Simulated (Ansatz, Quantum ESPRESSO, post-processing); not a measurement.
# germanene, 2 layers, AB stacking: capacitance across a vacuum gap, part 3 of 4

Wanted: the capacitance of germanene, 2 layers, AB stacking by the effective screening medium.

Quantum ESPRESSO 7.5; plane-wave DFT, LDA, GBRV ultrasoft pseudopotentials; geometry by Ansatz 0.2.0 with PAW datasets.

So far. Step 3 (Self-consistent run: charge -0.0428 e): Gauss's law asks for a slope of 180.95 q/A = -0.557 eV/Å in the gap; the run gives -0.554. Step 4 (Self-consistent run: charge -0.0214 e): The electrode's potential over the Fermi level goes from 2.598 to 3.679 eV, the far face's from 4.731 to 4.755 eV.

### Step 5. SCF with pw.x

The input, q2.in:

```
&control
  prefix = 'q2'
  outdir = './out'
  pseudo_dir = './pseudo'
  calculation = 'scf'
  tprnfor = .true.
/
&system
  ibrav = 0
  nat = 4
  ntyp = 1
  ecutwfc = 40
  ecutrho = 200
  occupations = 'smearing'
  smearing = 'fd'
  degauss = 0.004
  assume_isolated = 'esm'
  esm_bc = 'bc3'
  tot_charge = 0.0
/
&electrons
  conv_thr = 1e-08
  mixing_beta = 0.4
  electron_maxstep = 120
  mixing_mode = 'local-TF'
  startingpot = 'file'
/
ATOMIC_SPECIES
  Ge  72.6300  ge_lda_v1.4.uspp.F.UPF
CELL_PARAMETERS angstrom
  4.00859384439964 -0.00000000000000 0.00000000000000
  -2.00429692219982 3.47154410270402 0.00000000000000
  0.00000000000000 0.00000000000000 20.68000000000000
ATOMIC_POSITIONS crystal
  Ge  0.666666666667 0.333333333333 0.041645976344
  Ge  0.333333333333 0.666666666667 0.077153874365
  Ge  -0.000000000000 -0.000000000000 0.212981526056
  Ge  0.666666666667 0.333333333333 0.248489420175
K_POINTS automatic
  18 18 1 0 0 0
```

Run with:

```bash
$ cp -r out/q1.save out/q2.save
$ OMP_NUM_THREADS=1 mpirun -n 4 pw.x -nk 4 -in q2.in > q2.out
```

Output:

```text
[banner, memory and clock lines left out]
Program PWSCF v.7.5 starts
[...]
Message from routine setup:
[...]
number of electrons       =        56.00
     number of Kohn-Sham states=           34
     kinetic-energy cutoff     =      40.0000  Ry
     charge density cutoff     =     200.0000  Ry
[...]
number of k points=    37  Fermi-Dirac smearing, width (Ry)=  0.0040
[...]
Dense  grid:    92575 G-vectors     FFT dimensions: (  36,  36, 180)
[...]
The initial density is read from file :
[...]
negative rho (up, down):  7.217E-05 0.000E+00
     Starting wfcs are   36 randomized atomic wfcs
[...]
negative rho (up, down):  1.267E-04 0.000E+00
[...]
estimated scf accuracy    <       0.03223082 Ry
[...]
negative rho (up, down):  4.870E-04 0.000E+00
[...]
estimated scf accuracy    <       0.01766615 Ry
[...]
negative rho (up, down):  6.329E-05 0.000E+00
[...]
estimated scf accuracy    <       0.00091090 Ry
[...]
negative rho (up, down):  1.960E-05 0.000E+00
[...]
estimated scf accuracy    <       0.00055249 Ry
[...]
negative rho (up, down):  1.733E-07 0.000E+00
[...]
estimated scf accuracy    <       0.00014139 Ry
[...]
negative rho (up, down):  3.596E-08 0.000E+00
[...]
estimated scf accuracy    <       0.00055544 Ry
[...]
negative rho (up, down):  7.778E-08 0.000E+00
[...]
estimated scf accuracy    <       0.00005913 Ry
[...]
negative rho (up, down):  2.613E-07 0.000E+00
[...]
estimated scf accuracy    <       0.00002119 Ry
[...]
negative rho (up, down):  3.144E-06 0.000E+00
[...]
estimated scf accuracy    <       0.00000562 Ry
[...]
negative rho (up, down):  1.187E-06 0.000E+00
[...]
estimated scf accuracy    <       0.00000309 Ry
[...]
negative rho (up, down):  3.258E-05 0.000E+00
[...]
estimated scf accuracy    <       0.00000149 Ry
[...]
negative rho (up, down):  3.544E-05 0.000E+00
[...]
estimated scf accuracy    <       0.00000303 Ry
[...]
negative rho (up, down):  5.323E-05 0.000E+00
[...]
estimated scf accuracy    <       0.00000021 Ry
[...]
negative rho (up, down):  5.049E-05 0.000E+00
[...]
estimated scf accuracy    <       0.00000011 Ry
[...]
negative rho (up, down):  7.212E-05 0.000E+00
[...]
estimated scf accuracy    <       0.00000004 Ry
[...]
negative rho (up, down):  7.282E-05 0.000E+00
[...]
estimated scf accuracy    <       0.00000001 Ry
[...]
negative rho (up, down):  7.480E-05 0.000E+00
[...]
the Fermi energy is    -4.7934 ev
!    total energy              =    -852.17355581 Ry
     estimated scf accuracy    <          3.9E-09 Ry
     smearing contrib. (-TS)   =      -0.00030999 Ry
     internal energy E=F+TS    =    -852.17324583 Ry
[...]
one-electron contribution =  -19370.42057765 Ry
     hartree contribution      =    9710.24322677 Ry
     xc contribution           =    -228.75488220 Ry
     ewald contribution        =    9036.75898726 Ry
     convergence has been achieved in  17 iterations
     negative rho (up, down):  7.480E-05 0.000E+00
[...]
Total force =     0.017765     Total SCF correction =     0.000543
[...]
```

Run time: 1.8 min. Hardware: 4 MPI ranks of Arm Neoverse V2, shared host; peak memory 0.8 GiB.

Numbers from this step:

```
Fermi energy                                                   : -4.793 eV
vacuum line at the lower end of the cell, over the Fermi level : 4.796 eV
slope of the potential above                                   : 4.54e-4 eV/Å
vacuum line at the upper end of the cell, over the Fermi level : 4.794 eV
```

The run needed 17 iterations to bring the estimated error under 1e-08 Ry.

The electrode's potential over the Fermi level goes from 3.679 to 4.794 eV, the far face's from 4.755 to 4.796 eV.

### Step 6. SCF with pw.x: charge 0.0214 e

q3.in, as its differences from the input of step 5:

```diff
@@ -1,3 +1,3 @@
 &control
-  prefix = 'q2'
+  prefix = 'q3'
   outdir = './out'
@@ -18,3 +18,3 @@
   esm_bc = 'bc3'
-  tot_charge = 0.0
+  tot_charge = 0.0214
 /
```

Run with:

```bash
$ cp -r out/q2.save out/q3.save
$ OMP_NUM_THREADS=1 mpirun -n 4 pw.x -nk 4 -in q3.in > q3.out
```

Output:

```text
[banner, memory and clock lines left out]
Program PWSCF v.7.5 starts
[...]
Message from routine setup:
[...]
number of electrons       =        55.98
     number of Kohn-Sham states=           34
     kinetic-energy cutoff     =      40.0000  Ry
     charge density cutoff     =     200.0000  Ry
[...]
number of k points=    37  Fermi-Dirac smearing, width (Ry)=  0.0040
[...]
Dense  grid:    92575 G-vectors     FFT dimensions: (  36,  36, 180)
[...]
The initial density is read from file :
[...]
negative rho (up, down):  7.477E-05 0.000E+00
     Starting wfcs are   36 randomized atomic wfcs
[...]
negative rho (up, down):  1.317E-04 0.000E+00
[...]
estimated scf accuracy    <       0.03243563 Ry
[...]
negative rho (up, down):  5.787E-04 0.000E+00
[...]
estimated scf accuracy    <       0.01777469 Ry
[...]
negative rho (up, down):  1.838E-04 0.000E+00
[...]
estimated scf accuracy    <       0.00090210 Ry
[...]
negative rho (up, down):  5.983E-05 0.000E+00
[...]
estimated scf accuracy    <       0.00063446 Ry
[...]
negative rho (up, down):  7.437E-08 0.000E+00
[...]
estimated scf accuracy    <       0.00013384 Ry
[...]
negative rho (up, down):  1.825E-08 0.000E+00
[...]
estimated scf accuracy    <       0.00049321 Ry
[...]
negative rho (up, down):  7.789E-08 0.000E+00
[...]
estimated scf accuracy    <       0.00005637 Ry
[...]
negative rho (up, down):  1.868E-07 0.000E+00
[...]
estimated scf accuracy    <       0.00002352 Ry
[...]
negative rho (up, down):  1.607E-05 0.000E+00
[...]
estimated scf accuracy    <       0.00000729 Ry
[...]
negative rho (up, down):  2.647E-06 0.000E+00
[...]
estimated scf accuracy    <       0.00000335 Ry
[...]
negative rho (up, down):  1.051E-05 0.000E+00
[...]
estimated scf accuracy    <       0.00000197 Ry
[...]
negative rho (up, down):  4.405E-05 0.000E+00
[...]
estimated scf accuracy    <       0.00000347 Ry
[...]
negative rho (up, down):  5.650E-05 0.000E+00
[...]
estimated scf accuracy    <       0.00000016 Ry
[...]
negative rho (up, down):  5.383E-05 0.000E+00
[...]
estimated scf accuracy    <       0.00000014 Ry
[...]
negative rho (up, down):  7.557E-05 0.000E+00
[...]
estimated scf accuracy    <       0.00000011 Ry
[...]
negative rho (up, down):  7.470E-05 0.000E+00
[...]
estimated scf accuracy    <       0.00000006 Ry
[...]
negative rho (up, down):  7.723E-05 0.000E+00
[...]
the Fermi energy is    -5.9240 ev
!    total energy              =    -852.16505123 Ry
     estimated scf accuracy    <          3.4E-09 Ry
     smearing contrib. (-TS)   =      -0.00034117 Ry
     internal energy E=F+TS    =    -852.16471005 Ry
[...]
one-electron contribution =  -19365.94439814 Ry
     hartree contribution      =    9705.76551180 Ry
     xc contribution           =    -228.74481097 Ry
     ewald contribution        =    9036.75898726 Ry
     convergence has been achieved in  17 iterations
     negative rho (up, down):  7.723E-05 0.000E+00
[...]
Total force =     0.017777     Total SCF correction =     0.000418
[...]
```

The job ended after 1.7 min (4 MPI ranks; peak memory 0.8 GiB; 7 min of CPU time).

Numbers from this step:

- Fermi energy: -5.924 eV
- vacuum line at the lower end of the cell, over the Fermi level: 4.832 eV
- slope of the potential above: 0.2779 eV/Å
- vacuum line at the upper end of the cell, over the Fermi level: 5.923 eV

The electrode's potential over the Fermi level goes from 4.794 to 5.923 eV, the far face's from 4.796 to 4.832 eV.

### Step 7. SCF with pw.x: charge 0.0428 e

q4.in, as its differences from the input of step 6:

```diff
@@ -1,3 +1,3 @@
 &control
-  prefix = 'q3'
+  prefix = 'q4'
   outdir = './out'
@@ -18,3 +18,3 @@
   esm_bc = 'bc3'
-  tot_charge = 0.0214
+  tot_charge = 0.0428
 /
```

Run with:

```bash
$ cp -r out/q3.save out/q4.save
$ OMP_NUM_THREADS=1 mpirun -n 4 pw.x -nk 4 -in q4.in > q4.out
```

Output:

```text
[banner, memory and clock lines left out]
Program PWSCF v.7.5 starts
[...]
Message from routine setup:
[...]
number of electrons       =        55.96
     number of Kohn-Sham states=           34
     kinetic-energy cutoff     =      40.0000  Ry
     charge density cutoff     =     200.0000  Ry
[...]
number of k points=    37  Fermi-Dirac smearing, width (Ry)=  0.0040
[...]
Dense  grid:    92575 G-vectors     FFT dimensions: (  36,  36, 180)
[...]
The initial density is read from file :
[...]
negative rho (up, down):  7.720E-05 0.000E+00
     Starting wfcs are   36 randomized atomic wfcs
[...]
negative rho (up, down):  1.318E-04 0.000E+00
[...]
estimated scf accuracy    <       0.03343414 Ry
[...]
negative rho (up, down):  5.602E-04 0.000E+00
[...]
estimated scf accuracy    <       0.01822736 Ry
[...]
negative rho (up, down):  1.304E-04 0.000E+00
[...]
estimated scf accuracy    <       0.00085970 Ry
[...]
negative rho (up, down):  4.013E-05 0.000E+00
[...]
estimated scf accuracy    <       0.00069921 Ry
[...]
negative rho (up, down):  2.341E-07 0.000E+00
[...]
estimated scf accuracy    <       0.00012999 Ry
[...]
negative rho (up, down):  3.406E-08 0.000E+00
[...]
estimated scf accuracy    <       0.00062685 Ry
[...]
negative rho (up, down):  8.244E-08 0.000E+00
[...]
estimated scf accuracy    <       0.00008935 Ry
[...]
negative rho (up, down):  4.004E-07 0.000E+00
[...]
estimated scf accuracy    <       0.00003874 Ry
[...]
negative rho (up, down):  1.090E-06 0.000E+00
[...]
estimated scf accuracy    <       0.00000573 Ry
[...]
negative rho (up, down):  9.661E-06 0.000E+00
[...]
estimated scf accuracy    <       0.00000255 Ry
[...]
negative rho (up, down):  1.703E-05 0.000E+00
[...]
estimated scf accuracy    <       0.00000171 Ry
[...]
negative rho (up, down):  6.801E-05 0.000E+00
[...]
estimated scf accuracy    <       0.00000041 Ry
[...]
negative rho (up, down):  5.346E-05 0.000E+00
[...]
estimated scf accuracy    <       0.00000019 Ry
[...]
negative rho (up, down):  7.371E-05 0.000E+00
[...]
estimated scf accuracy    <       0.00000004 Ry
[...]
negative rho (up, down):  7.950E-05 0.000E+00
[...]
the Fermi energy is    -7.0596 ev
!    total energy              =    -852.15479388 Ry
     estimated scf accuracy    <          4.1E-09 Ry
     smearing contrib. (-TS)   =      -0.00041813 Ry
     internal energy E=F+TS    =    -852.15437575 Ry
[...]
one-electron contribution =  -19361.42320065 Ry
     hartree contribution      =    9701.24442274 Ry
     xc contribution           =    -228.73458510 Ry
     ewald contribution        =    9036.75898726 Ry
     convergence has been achieved in  15 iterations
     negative rho (up, down):  7.950E-05 0.000E+00
[...]
Total force =     0.017647     Total SCF correction =     0.000121
[...]
```

Wall time 100 s (4 MPI ranks); peak memory 0.63 GiB; 6.6 min of CPU time.

This step gave:

* Fermi energy: -7.060 eV
* vacuum line at the lower end of the cell, over the Fermi level: 4.864 eV
* slope of the potential above: 0.5554 eV/Å
* vacuum line at the upper end of the cell, over the Fermi level: 7.058 eV

The electrode's potential over the Fermi level goes from 5.923 to 7.058 eV, the far face's from 4.832 to 4.864 eV.

### Step 8. Ground state: charge 0.0857 e

q5.in, as its differences from the input of step 7:

```diff
@@ -1,3 +1,3 @@
 &control
-  prefix = 'q4'
+  prefix = 'q5'
   outdir = './out'
@@ -18,3 +18,3 @@
   esm_bc = 'bc3'
-  tot_charge = 0.0428
+  tot_charge = 0.0857
 /
```

Run with:

```bash
$ cp -r out/q4.save out/q5.save
$ OMP_NUM_THREADS=1 mpirun -n 4 pw.x -nk 4 -in q5.in > q5.out
```

Output:

```text
[banner, memory and clock lines left out]
Program PWSCF v.7.5 starts
[...]
Message from routine setup:
[...]
number of electrons       =        55.91
     number of Kohn-Sham states=           34
     kinetic-energy cutoff     =      40.0000  Ry
     charge density cutoff     =     200.0000  Ry
[...]
number of k points=    37  Fermi-Dirac smearing, width (Ry)=  0.0040
[...]
Dense  grid:    92575 G-vectors     FFT dimensions: (  36,  36, 180)
[...]
The initial density is read from file :
[...]
negative rho (up, down):  7.944E-05 0.000E+00
     Starting wfcs are   36 randomized atomic wfcs
[...]
negative rho (up, down):  3.686E-04 0.000E+00
[...]
estimated scf accuracy    <       0.15696660 Ry
[...]
negative rho (up, down):  1.879E-03 0.000E+00
[...]
estimated scf accuracy    <       0.07995065 Ry
[...]
negative rho (up, down):  1.254E-03 0.000E+00
[...]
estimated scf accuracy    <       0.00409966 Ry
[...]
negative rho (up, down):  5.145E-04 0.000E+00
[...]
estimated scf accuracy    <       0.00459465 Ry
[...]
negative rho (up, down):  3.012E-08 0.000E+00
[...]
estimated scf accuracy    <       0.00205647 Ry
[...]
negative rho (up, down):  1.942E-06 0.000E+00
[...]
estimated scf accuracy    <       0.00186487 Ry
[...]
negative rho (up, down):  1.791E-06 0.000E+00
[...]
estimated scf accuracy    <       0.00032522 Ry
[...]
negative rho (up, down):  2.244E-06 0.000E+00
[...]
estimated scf accuracy    <       0.00043160 Ry
[...]
negative rho (up, down):  7.866E-06 0.000E+00
[...]
estimated scf accuracy    <       0.00044801 Ry
[...]
negative rho (up, down):  7.727E-06 0.000E+00
[...]
estimated scf accuracy    <       0.00021749 Ry
[...]
estimated scf accuracy    <       0.00011327 Ry
[...]
negative rho (up, down):  1.865E-06 0.000E+00
[...]
estimated scf accuracy    <       0.00004123 Ry
[...]
negative rho (up, down):  3.088E-07 0.000E+00
[...]
estimated scf accuracy    <       0.00002181 Ry
[...]
negative rho (up, down):  1.853E-05 0.000E+00
[...]
estimated scf accuracy    <       0.00000648 Ry
[...]
negative rho (up, down):  4.099E-05 0.000E+00
[...]
estimated scf accuracy    <       0.00000174 Ry
[...]
negative rho (up, down):  4.559E-05 0.000E+00
[...]
estimated scf accuracy    <       0.00000121 Ry
[...]
negative rho (up, down):  4.810E-05 0.000E+00
[...]
estimated scf accuracy    <       0.00000046 Ry
[...]
negative rho (up, down):  6.437E-05 0.000E+00
[...]
estimated scf accuracy    <       0.00000015 Ry
[...]
negative rho (up, down):  7.654E-05 0.000E+00
[...]
estimated scf accuracy    <       0.00000003 Ry
[...]
negative rho (up, down):  8.348E-05 0.000E+00
[...]
the Fermi energy is    -9.3415 ev
!    total energy              =    -852.12889108 Ry
     estimated scf accuracy    <          7.6E-09 Ry
     smearing contrib. (-TS)   =      -0.00062087 Ry
     internal energy E=F+TS    =    -852.12827021 Ry
[...]
one-electron contribution =  -19352.20422585 Ry
     hartree contribution      =    9692.03025870 Ry
     xc contribution           =    -228.71329032 Ry
     ewald contribution        =    9036.75898726 Ry
     convergence has been achieved in  20 iterations
     negative rho (up, down):  8.348E-05 0.000E+00
[...]
Total force =     0.016954     Total SCF correction =     0.000391
[...]
```

It took 1.9 min on 4 MPI ranks; peak memory 0.8 GiB; 7.5 min of CPU time.

Read from the output:

```
Fermi energy                                                   : -9.341 eV
vacuum line at the lower end of the cell, over the Fermi level : 4.896 eV
slope of the potential above                                   : 1.112 eV/Å
vacuum line at the upper end of the cell, over the Fermi level : 9.338 eV
```

The electrode's potential over the Fermi level goes from 7.058 to 9.338 eV, the far face's from 4.864 to 4.896 eV.

Gauss's law asks for a slope of 180.95 q/A = 1.114 eV/Å in the gap; the run gives 1.112.

Each curve counts from the Fermi level of its own run.

The runs together. The potential energy by z:

| z (Å) | potential at -0.0428 e (eV) | potential at -0.0214 e (eV) | potential at 0 e (eV) | potential at 0.0214 e (eV) | potential at 0.0428 e (eV) | potential at 0.0857 e (eV) |
| --- | --- | --- | --- | --- | --- | --- |
| -10 | 4.73 | 4.76 | 4.80 | 4.83 | 4.86 | 4.90 |
| -9 | 4.73 | 4.76 | 4.80 | 4.83 | 4.86 | 4.90 |
| -8 | 4.73 | 4.76 | 4.80 | 4.83 | 4.86 | 4.90 |
| -7 | 4.73 | 4.76 | 4.80 | 4.83 | 4.86 | 4.90 |
| -6 | 4.73 | 4.75 | 4.80 | 4.83 | 4.86 | 4.90 |
| -5 | 4.73 | 4.75 | 4.80 | 4.83 | 4.86 | 4.90 |
| -4 | 4.73 | 4.75 | 4.80 | 4.83 | 4.86 | 4.90 |
| -3 | 4.73 | 4.75 | 4.79 | 4.83 | 4.86 | 4.90 |
| -2 | 4.71 | 4.74 | 4.78 | 4.81 | 4.85 | 4.88 |
| -1 | 4.49 | 4.51 | 4.55 | 4.59 | 4.62 | 4.65 |
| 0 | 1.40 | 1.42 | 1.46 | 1.49 | 1.52 | 1.55 |
| 1 | -9.65 | -9.63 | -9.59 | -9.55 | -9.52 | -9.50 |
| 2 | -4.15 | -4.13 | -4.09 | -4.05 | -4.02 | -4.00 |
| 3 | 3.30 | 3.33 | 3.38 | 3.42 | 3.46 | 3.50 |
| 4 | -4.20 | -4.17 | -4.11 | -4.07 | -4.03 | -3.98 |
| 5 | -9.68 | -9.63 | -9.57 | -9.52 | -9.47 | -9.41 |
| 6 | 1.32 | 1.38 | 1.46 | 1.53 | 1.60 | 1.71 |
| 7 | 4.13 | 4.33 | 4.55 | 4.78 | 5.01 | 5.47 |
| 8 | 3.87 | 4.31 | 4.78 | 5.26 | 5.75 | 6.73 |
| 9 | 3.34 | 4.05 | 4.79 | 5.55 | 6.31 | 7.85 |
| 10 | 2.79 | 3.77 | 4.79 | 5.83 | 6.87 | 8.96 |

### Step 9. Potential against charge, and the capacitance

This step gave:

```
mean capacitance (straight-line fit) : 2.191 μF/cm²
effective gap ε₀/C                   : 4.041 Å
```

Table of electrode's potential less the Fermi level by charge of the slab:

| charge of the slab (1e13 e/cm²) | electrode's potential less the Fermi level (eV) |
| --- | --- |
| -3.08 | 2.60 |
| -1.54 | 3.68 |
| 0.00 | 4.79 |
| 1.54 | 5.92 |
| 3.08 | 7.06 |
| 6.16 | 9.34 |

Table of differential capacitance by charge of the slab:

| charge of the slab (1e13 e/cm²) | differential capacitance (μF/cm²) |
| --- | --- |
| -2.31 | 2.28 |
| -0.77 | 2.21 |
| 0.77 | 2.18 |
| 2.31 | 2.17 |
| 4.62 | 2.17 |

[end of part 3 of 4]

[Logs are printed without paths, hosts, clocks, repeated set-up lines and the standing remarks that a program may print on its own settings, such as how far it seeks lower states.]

[Hosts, paths, dates, database ids (printed as entryN), source tags and the programs' standing remarks are cut or masked in the printed files.]

[Maps of the electrostatic potential energy from Ansatz leave out the sawtooth potential of an applied field or a dipole correction, so their vacuum need not be flat; planar profiles and work functions include it.]
